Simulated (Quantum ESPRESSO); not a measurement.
## SrFeO3: parallel moments in the primitive cell

Does SrFeO3 keep a moment from a parallel start?

Method: LDA with U = 2.7 eV on Fe d (ortho-atomic projectors); plane waves with GBRV 1.5 LDA potentials, no spin-orbit coupling, in Quantum ESPRESSO 7.5.

### 1. Set-up

The structure is cubic, space group Pm-3m (No. 221). Conventional cell: a = 3.829 Å, b = 3.829 Å, c = 3.829 Å, α = 90.00°, β = 90.00°, γ = 90.00°. Nearest to Sr lie 12 O at 2.71 Å. Fe has 6 O at 1.91 Å nearest. Nearest to O lie 2 Fe at 1.91 Å and 4 Sr at 2.71 Å. Farther neighbours and most contacts between anions are not listed.

The cell comes from Materials Project 2023-11-01, a database of computed structures, and need not be the stable phase.

### 2. Run 1 (ferro +)

The signs are those of the starting moments on the seeded atoms, the atoms that are given a moment.

Contents of pw.in:

```
&CONTROL
  calculation = 'scf'
  prefix = 'pwscf'
  outdir = './tmp'
  pseudo_dir = './pseudo'
  disk_io = 'nowf'
/
&SYSTEM
  ibrav = 0
  nat = 5
  ntyp = 3
  ecutwfc = 40
  ecutrho = 280
  nbnd = 33
  occupations = 'smearing'
  smearing = 'mp'
  degauss = 0.01984463
  nspin = 2
  starting_magnetization(1) = 0
  starting_magnetization(2) = 0.25
  starting_magnetization(3) = 0
/
&ELECTRONS
  conv_thr = 1d-08
  electron_maxstep = 150
  mixing_beta = 0.3
/
ATOMIC_SPECIES
Sr     87.6200 sr_lda_v1.uspp.F.UPF
Fe     55.8450 fe_lda_v1.5.uspp.F.UPF
O      15.9990 o_lda_v1.2.uspp.F.UPF
CELL_PARAMETERS bohr
   7.2354094515    0.0000000000    0.0000000000
   0.0000000000    7.2354094515    0.0000000000
   0.0000000000    0.0000000000    7.2354094515
ATOMIC_POSITIONS crystal
Sr      0.0000000000    0.0000000000    0.0000000000
Fe      0.5000000000    0.5000000000    0.5000000000
O       0.0000000000    0.5000000000    0.5000000000
O       0.5000000000    0.0000000000    0.5000000000
O       0.5000000000    0.5000000000    0.0000000000
K_POINTS automatic
6 6 6 0 0 0
HUBBARD {ortho-atomic}
U Fe-3d 2.7000
```

On the command line:

```
> OMP_NUM_THREADS=1 mpirun -n 2 pw.x -nk 2 -in pw.in > pw.out
```

The program printed:

```text
Program PWSCF v.7.5 starts

     Message from routine setup:
     using ibrav=0 with symmetry is DISCOURAGED, use correct ibrav instead

     K-points division:     npool     =       2
     Subspace diagonalization in iterative solution of the eigenvalue problem:

     G-vector sticks info
     --------------------
     sticks:   dense  smooth     PW     G-vecs:    dense   smooth      PW
     Sum        1177     673    213                30047    13037    2301

     Using Slab Decomposition

     bravais-lattice index     =            0
     lattice parameter (alat)  =       7.2354  a.u.
     unit-cell volume          =     378.7820 (a.u.)^3
     number of atoms/cell      =            5
     number of atomic types    =            3
     number of electrons       =        44.00
     number of Kohn-Sham states=           33
     kinetic-energy cutoff     =      40.0000  Ry
     charge density cutoff     =     280.0000  Ry
     scf convergence threshold =      1.0E-08
     mixing beta               =       0.3000
     number of iterations used =            8  plain     mixing
     Exchange-correlation= SLA  PZ   NOGX NOGC
                           (   1   1   0   0   0   0   0)
     Hubbard projectors: ortho-atomic
     Hubbard parameters of DFT+U (Dudarev formulation) in eV:
     U(Fe-3d) =  2.7000

     Internal variables: lda_plus_u =T, lda_plus_u_kind = 0

     Internal variables: orbital_resolved =F, hub_pot_fix =F, apply_U = F

     celldm(1)=   7.235409  celldm(2)=   0.000000  celldm(3)=   0.000000
     celldm(4)=   0.000000  celldm(5)=   0.000000  celldm(6)=   0.000000

     crystal axes: (cart. coord. in units of alat)
               a(1) = (   1.000000   0.000000   0.000000 )
               a(2) = (   0.000000   1.000000   0.000000 )
               a(3) = (   0.000000   0.000000   1.000000 )

     reciprocal axes: (cart. coord. in units 2 pi/alat)
               b(1) = (  1.000000  0.000000  0.000000 )
               b(2) = (  0.000000  1.000000  0.000000 )
               b(3) = (  0.000000  0.000000  1.000000 )

     PseudoPot. # 1 for Sr read from file:
     sr_lda_v1.uspp.F.UPF
     Pseudo is Ultrasoft + core correction, Zval = 10.0
     Generated by new atomic code, or converted to UPF format
     Using radial grid of  883 points,  6 beta functions with:
                l(1) =   0
                l(2) =   0
                l(3) =   1
                l(4) =   1
                l(5) =   2
                l(6) =   2
     Q(r) pseudized with  6 coefficients,  rinner =    1.400   1.400   1.400
                                                       1.400   1.400

     PseudoPot. # 2 for Fe read from file:
     fe_lda_v1.5.uspp.F.UPF
     Pseudo is Ultrasoft + core correction, Zval = 16.0
     Generated by new atomic code, or converted to UPF format
     Using radial grid of  861 points,  6 beta functions with:
                l(1) =   0
                l(2) =   0
                l(3) =   1
                l(4) =   1
                l(5) =   2
                l(6) =   2
     Q(r) pseudized with  8 coefficients,  rinner =    1.000   1.000   1.000
                                                       1.000   1.000

     PseudoPot. # 3 for O  read from file:
     o_lda_v1.2.uspp.F.UPF
     Pseudo is Ultrasoft + core correction, Zval =  6.0
     Generated by new atomic code, or converted to UPF format
     Using radial grid of  737 points,  5 beta functions with:
                l(1) =   0
                l(2) =   0
                l(3) =   1
                l(4) =   1
                l(5) =   2
     Q(r) pseudized with  8 coefficients,  rinner =    0.900   0.900   0.900
                                                       0.900   0.900

     atomic species   valence    mass     pseudopotential
     Sr               10.00    87.62000     Sr( 1.00)
     Fe               16.00    55.84500     Fe( 1.00)
     O                 6.00    15.99900     O ( 1.00)

     Starting magnetic structure
     atomic species   magnetization
     Sr              0.000
     Fe              0.250
     O               0.000

     48 Sym. Ops., with inversion, found

   Cartesian axes

     site n.     atom                  positions (alat units)
         1        Sr     tau(   1) = (   0.0000000   0.0000000   0.0000000  )
         2        Fe     tau(   2) = (   0.5000000   0.5000000   0.5000000  )
         3        O      tau(   3) = (   0.0000000   0.5000000   0.5000000  )
         4        O      tau(   4) = (   0.5000000   0.0000000   0.5000000  )
         5        O      tau(   5) = (   0.5000000   0.5000000   0.0000000  )

     number of k points=    20  Methfessel-Paxton smearing, width (Ry)=  0.0198
                       cart. coord. in units 2pi/alat
        k(    1) = (   0.0000000   0.0000000   0.0000000), wk =   0.0046296
        k(    2) = (   0.0000000   0.0000000   0.1666667), wk =   0.0277778
        k(    3) = (   0.0000000   0.0000000   0.3333333), wk =   0.0277778
        k(    4) = (   0.0000000   0.0000000  -0.5000000), wk =   0.0138889
        k(    5) = (   0.0000000   0.1666667   0.1666667), wk =   0.0555556
        [... 15 further k-points ...]

     Dense  grid:    30047 G-vectors     FFT dimensions: (  40,  40,  40)

     Smooth grid:    13037 G-vectors     FFT dimensions: (  30,  30,  30)

     Check: negative core charge=   -0.000023
     Generating pointlists ...
     new r_m :   0.2917 (alat units)  2.1104 (a.u.) for type    1
     new r_m :   0.2063 (alat units)  1.4923 (a.u.) for type    2
     new r_m :   0.2063 (alat units)  1.4923 (a.u.) for type    3

     Initial potential from superposition of free atoms

     starting charge      42.9730, renormalised to      44.0000

     negative rho (up, down):  3.286E-02 3.287E-02

     STARTING HUBBARD OCCUPATIONS:

     =================== HUBBARD OCCUPATIONS ===================
     ------------------------ ATOM    2 ------------------------
     Tr[ns(  2)] (up, down, total) =   5.00000  0.00000  5.00000
     Atomic magnetic moment for atom   2 =   5.00000
     [... lines left out ...]
     Number of occupied Hubbard levels =    5.0000

     Atomic wfc used for Hubbard projectors are orthogonalized

     Starting wfcs are   38 randomized atomic wfcs

     Self-consistent Calculation

     iteration #  1     ecut=    40.00 Ry     beta= 0.30
     Davidson diagonalization with overlap
     ethr =  1.00E-02,  avg # of iterations =  3.4

     =================== HUBBARD OCCUPATIONS ===================
     ------------------------ ATOM    2 ------------------------
     Tr[ns(  2)] (up, down, total) =   4.46990  0.54658  5.01648
     Atomic magnetic moment for atom   2 =   3.92332
     [... lines left out ...]
     Number of occupied Hubbard levels =    5.0165

     negative rho (up, down):  3.260E-02 3.260E-02

     total energy              =    -417.27590860 Ry
     estimated scf accuracy    <       1.25048208 Ry

     total magnetization       =     4.00 Bohr mag/cell
     absolute magnetization    =     4.20 Bohr mag/cell

     iteration #  2     ecut=    40.00 Ry     beta= 0.30
     Davidson diagonalization with overlap
     ethr =  2.84E-03,  avg # of iterations =  1.9

     negative rho (up, down):  3.261E-02 3.259E-02

     total energy              =    -417.29687550 Ry
     estimated scf accuracy    <       2.17881336 Ry

     total magnetization       =     3.32 Bohr mag/cell
     absolute magnetization    =     3.33 Bohr mag/cell

     iteration #  3     ecut=    40.00 Ry     beta= 0.30
     Davidson diagonalization with overlap
     ethr =  2.84E-03,  avg # of iterations =  1.3

     negative rho (up, down):  3.275E-02 3.272E-02

     total energy              =    -417.56686213 Ry
     estimated scf accuracy    <       0.16790468 Ry

     total magnetization       =     4.00 Bohr mag/cell
     absolute magnetization    =     4.11 Bohr mag/cell

     [... further iterations left out ...]

     iteration # 10     ecut=    40.00 Ry     beta= 0.30
     Davidson diagonalization with overlap
     ethr =  3.75E-09,  avg # of iterations =  1.5

     negative rho (up, down):  3.347E-02 3.342E-02

     total energy              =    -417.58411924 Ry
     estimated scf accuracy    <       0.00000055 Ry

     total magnetization       =     4.01 Bohr mag/cell
     absolute magnetization    =     4.09 Bohr mag/cell

     iteration # 11     ecut=    40.00 Ry     beta= 0.30
     Davidson diagonalization with overlap
     ethr =  1.25E-09,  avg # of iterations =  2.0

     negative rho (up, down):  3.346E-02 3.342E-02

     total energy              =    -417.58411938 Ry
     estimated scf accuracy    <       0.00000040 Ry

     total magnetization       =     4.01 Bohr mag/cell
     absolute magnetization    =     4.09 Bohr mag/cell

     iteration # 12     ecut=    40.00 Ry     beta= 0.30
     Davidson diagonalization with overlap
     ethr =  9.15E-10,  avg # of iterations =  1.0

     negative rho (up, down):  3.346E-02 3.342E-02

     total energy              =    -417.58411940 Ry
     estimated scf accuracy    <       0.00000002 Ry

     total magnetization       =     4.01 Bohr mag/cell
     absolute magnetization    =     4.09 Bohr mag/cell

     iteration # 13     ecut=    40.00 Ry     beta= 0.30
     Davidson diagonalization with overlap
     ethr =  4.93E-11,  avg # of iterations =  1.9

     negative rho (up, down):  3.346E-02 3.342E-02

     Magnetic moment per site  (integrated on atomic sphere of radius R)
     atom   1 (R=0.292)  charge=  7.5267  magn=  0.0092
     atom   2 (R=0.206)  charge= 12.8170  magn=  3.2305
     atom   3 (R=0.206)  charge=  5.2456  magn=  0.1311
     atom   4 (R=0.206)  charge=  5.2456  magn=  0.1311
     atom   5 (R=0.206)  charge=  5.2456  magn=  0.1311

     End of self-consistent calculation

     =================== HUBBARD OCCUPATIONS ===================
     ------------------------ ATOM    2 ------------------------
     Tr[ns(  2)] (up, down, total) =   4.65610  1.16110  5.81720
     Atomic magnetic moment for atom   2 =   3.49500
     [... lines left out ...]
     Number of occupied Hubbard levels =    5.8172

     [... lines left out ...]
     the Fermi energy is    10.3696 ev

!    total energy              =    -417.58411941 Ry
     estimated scf accuracy    <          6.8E-10 Ry
     smearing contrib. (-TS)   =       0.00042515 Ry
     internal energy E=F+TS    =    -417.58454456 Ry

     The total energy is F=E-TS. E is the sum of the following terms:
     one-electron contribution =    -202.79211771 Ry
     hartree contribution      =     125.21491119 Ry
     xc contribution           =     -68.69234135 Ry
     ewald contribution        =    -271.43107296 Ry
     Hubbard energy            =       0.11607628 Ry

     total magnetization       =     4.01 Bohr mag/cell
     absolute magnetization    =     4.09 Bohr mag/cell

     convergence has been achieved in  13 iterations

=------------------------------------------------------------------------------=
   JOB DONE.
=------------------------------------------------------------------------------=
```

It took 25 s on 2 MPI ranks of Arm Neoverse V1, shared host; peak memory 0.3 GiB; 51 s of CPU time.

Spin moment in the atom's sphere by atom:

| atom | spin moment in the atom's sphere (μB) |
| --- | --- |
| Sr1 | 0.01 |
| Fe2 | 3.23 |
| O3 | 0.13 |
| O4 | 0.13 |
| O5 | 0.13 |

This step gave:

```yaml
smearing_term_ts: -0.005784 eV
magnetization: 4.006 μB
absolute_magnetization: 4.086 μB
final_state: ferromagnetic
```

Spin density in the ac plane at fractional y = 0.500, with atoms of Fe and O within 0.2 Å of it.

Ten even steps from '0' (-0.1 e/Å³) to '9' (7.8 e/Å³), each cell a mean:
```
00000000000000
00000000000000
00000000000000
00000000000000
00000011000000
00000145300000
00000279510000
00000157410000
00000012100000
00000000000000
00000000000000
00000000000000
00000000000000
00000000000000
```
Columns run along a (3.8 Å), rows up along c (3.8 Å). Atoms in or near the plane, at fractional coordinates: Fe at (0.50, 0.50), O at (0.00, 0.50), O at (0.50, 0.00).

Valence density in the ac plane at fractional y = 0.500, with atoms of Fe and O within 0.2 Å of it. It is the smooth field of the valence electrons, not physical close to the nuclei.

Ten steps, logarithmic in the rise over the least value, from '0' (0 e/Å³) to '9' (21 e/Å³), each cell a mean:
```
00013567642100
00012455531000
11001233321001
22111233321112
54322466532234
76423699853356
76534799963357
76433799963356
55322577642245
32211234321123
11111233221011
00012345431000
00012566642100
00013577752100
```
Columns run along a (3.8 Å), rows up along c (3.8 Å). Atoms in or near the plane, at fractional coordinates: Fe at (0.50, 0.50), O at (0.00, 0.50), O at (0.50, 0.00).

### 3. Run 2 (no spin polarisation)

Edit pw.in of step 2 so:

```diff
@@ -13,3 +13,3 @@
   ecutrho = 280
-  nbnd = 33
+  nbnd = 31
   occupations = 'smearing'
@@ -17,6 +17,2 @@
   degauss = 0.01984463
-  nspin = 2
-  starting_magnetization(1) = 0
-  starting_magnetization(2) = 0.25
-  starting_magnetization(3) = 0
 /
```

The program printed:

```text
[banner, memory and clock lines left out]
Program PWSCF v.7.5 starts

     Message from routine setup:
     using ibrav=0 with symmetry is DISCOURAGED, use correct ibrav instead

     bravais-lattice index     =            0
     lattice parameter (alat)  =       7.2354  a.u.
     unit-cell volume          =     378.7820 (a.u.)^3
     number of atoms/cell      =            5
     number of atomic types    =            3
     number of electrons       =        44.00
     number of Kohn-Sham states=           31
     kinetic-energy cutoff     =      40.0000  Ry
     charge density cutoff     =     280.0000  Ry
     scf convergence threshold =      1.0E-08
     mixing beta               =       0.3000
     number of iterations used =            8  plain     mixing
     Exchange-correlation= SLA  PZ   NOGX NOGC
                           (   1   1   0   0   0   0   0)
     Hubbard projectors: ortho-atomic
     Hubbard parameters of DFT+U (Dudarev formulation) in eV:
     U(Fe-3d) =  2.7000

     Internal variables: lda_plus_u =T, lda_plus_u_kind = 0

     Internal variables: orbital_resolved =F, hub_pot_fix =F, apply_U = F

     celldm(1)=   7.235409  celldm(2)=   0.000000  celldm(3)=   0.000000
     celldm(4)=   0.000000  celldm(5)=   0.000000  celldm(6)=   0.000000

     crystal axes: (cart. coord. in units of alat)
               a(1) = (   1.000000   0.000000   0.000000 )
               a(2) = (   0.000000   1.000000   0.000000 )
               a(3) = (   0.000000   0.000000   1.000000 )

     reciprocal axes: (cart. coord. in units 2 pi/alat)
               b(1) = (  1.000000  0.000000  0.000000 )
               b(2) = (  0.000000  1.000000  0.000000 )
               b(3) = (  0.000000  0.000000  1.000000 )

     PseudoPot. # 1 for Sr read from file:
     sr_lda_v1.uspp.F.UPF
     Pseudo is Ultrasoft + core correction, Zval = 10.0

     PseudoPot. # 2 for Fe read from file:
     fe_lda_v1.5.uspp.F.UPF
     Pseudo is Ultrasoft + core correction, Zval = 16.0

     PseudoPot. # 3 for O  read from file:
     o_lda_v1.2.uspp.F.UPF
     Pseudo is Ultrasoft + core correction, Zval =  6.0

     atomic species   valence    mass     pseudopotential
     Sr               10.00    87.62000     Sr( 1.00)
     Fe               16.00    55.84500     Fe( 1.00)
     O                 6.00    15.99900     O ( 1.00)

     48 Sym. Ops., with inversion, found

   Cartesian axes

     site n.     atom                  positions (alat units)
         1        Sr     tau(   1) = (   0.0000000   0.0000000   0.0000000  )
         2        Fe     tau(   2) = (   0.5000000   0.5000000   0.5000000  )
         3        O      tau(   3) = (   0.0000000   0.5000000   0.5000000  )
         4        O      tau(   4) = (   0.5000000   0.0000000   0.5000000  )
         5        O      tau(   5) = (   0.5000000   0.5000000   0.0000000  )

     number of k points=    20  Methfessel-Paxton smearing, width (Ry)=  0.0198
                       cart. coord. in units 2pi/alat
        k(    1) = (   0.0000000   0.0000000   0.0000000), wk =   0.0092593
        k(    2) = (   0.0000000   0.0000000   0.1666667), wk =   0.0555556
        k(    3) = (   0.0000000   0.0000000   0.3333333), wk =   0.0555556
        k(    4) = (   0.0000000   0.0000000  -0.5000000), wk =   0.0277778
        k(    5) = (   0.0000000   0.1666667   0.1666667), wk =   0.1111111
        [... 15 further k-points ...]

     Dense  grid:    30047 G-vectors     FFT dimensions: (  40,  40,  40)

     Smooth grid:    13037 G-vectors     FFT dimensions: (  30,  30,  30)

     Check: negative core charge=   -0.000023

     Initial potential from superposition of free atoms

     starting charge      42.9730, renormalised to      44.0000

     negative rho (up, down):  6.573E-02 0.000E+00

     STARTING HUBBARD OCCUPATIONS:

     =================== HUBBARD OCCUPATIONS ===================
     ------------------------ ATOM    2 ------------------------
     Tr[ns(  2)] =   5.00000
     [... lines left out ...]
     Number of occupied Hubbard levels =    5.0000

     Atomic wfc used for Hubbard projectors are orthogonalized

     Starting wfcs are   38 randomized atomic wfcs

     Self-consistent Calculation

     iteration #  1     ecut=    40.00 Ry     beta= 0.30
     Davidson diagonalization with overlap
     ethr =  1.00E-02,  avg # of iterations =  2.2

     =================== HUBBARD OCCUPATIONS ===================
     ------------------------ ATOM    2 ------------------------
     Tr[ns(  2)] =   5.36872
     [... lines left out ...]
     Number of occupied Hubbard levels =    5.3687

     negative rho (up, down):  6.519E-02 0.000E+00

     total energy              =    -417.20304164 Ry
     estimated scf accuracy    <       1.01173635 Ry

     iteration #  2     ecut=    40.00 Ry     beta= 0.30
     Davidson diagonalization with overlap
     ethr =  2.30E-03,  avg # of iterations =  2.0

     negative rho (up, down):  6.520E-02 0.000E+00

     total energy              =    -416.99060313 Ry
     estimated scf accuracy    <       5.52108349 Ry

     [... further iterations left out ...]

     iteration # 11     ecut=    40.00 Ry     beta= 0.30
     Davidson diagonalization with overlap
     ethr =  6.16E-10,  avg # of iterations =  1.1

     negative rho (up, down):  6.684E-02 0.000E+00

     total energy              =    -417.45427646 Ry
     estimated scf accuracy    <       0.00000021 Ry

     iteration # 12     ecut=    40.00 Ry     beta= 0.30
     Davidson diagonalization with overlap
     ethr =  4.76E-10,  avg # of iterations =  1.0

     negative rho (up, down):  6.684E-02 0.000E+00

     End of self-consistent calculation

     =================== HUBBARD OCCUPATIONS ===================
     ------------------------ ATOM    2 ------------------------
     Tr[ns(  2)] =   6.13081
     [... lines left out ...]
     Number of occupied Hubbard levels =    6.1308
     [... lines left out ...]
     the Fermi energy is    10.1719 ev

!    total energy              =    -417.45427650 Ry
     estimated scf accuracy    <          5.3E-09 Ry
     smearing contrib. (-TS)   =      -0.00472035 Ry
     internal energy E=F+TS    =    -417.44955615 Ry

     The total energy is F=E-TS. E is the sum of the following terms:
     one-electron contribution =    -203.71562198 Ry
     hartree contribution      =     125.94189763 Ry
     xc contribution           =     -68.42998486 Ry
     ewald contribution        =    -271.43107296 Ry
     Hubbard energy            =       0.18522602 Ry

     convergence has been achieved in  12 iterations
```

Run time: 13 s. Hardware: 2 MPI ranks; peak memory 0.27 GiB.

This step gave:

| Property | Result |
| --- | --- |
| smearing term TS | 0.06422 eV |
| final state | non-magnetic (no spin polarisation) |

(Part 1 of 2 ends here.)

[Logs and program files are shortened in this print: banners, set-up blocks, solver, clock and traceback lines can be left out without a mark of their own.]

[Logs are printed without paths, hosts, clocks, repeated set-up lines and the standing remarks that a program may print on its own settings, such as how far it seeks lower states.]

[Hosts, paths, dates, database ids (printed as entryN), source tags and the programs' standing remarks are cut or masked in the printed files.]

[Where a cell is said to come from a database of computed structures, the database is the Materials Project.]
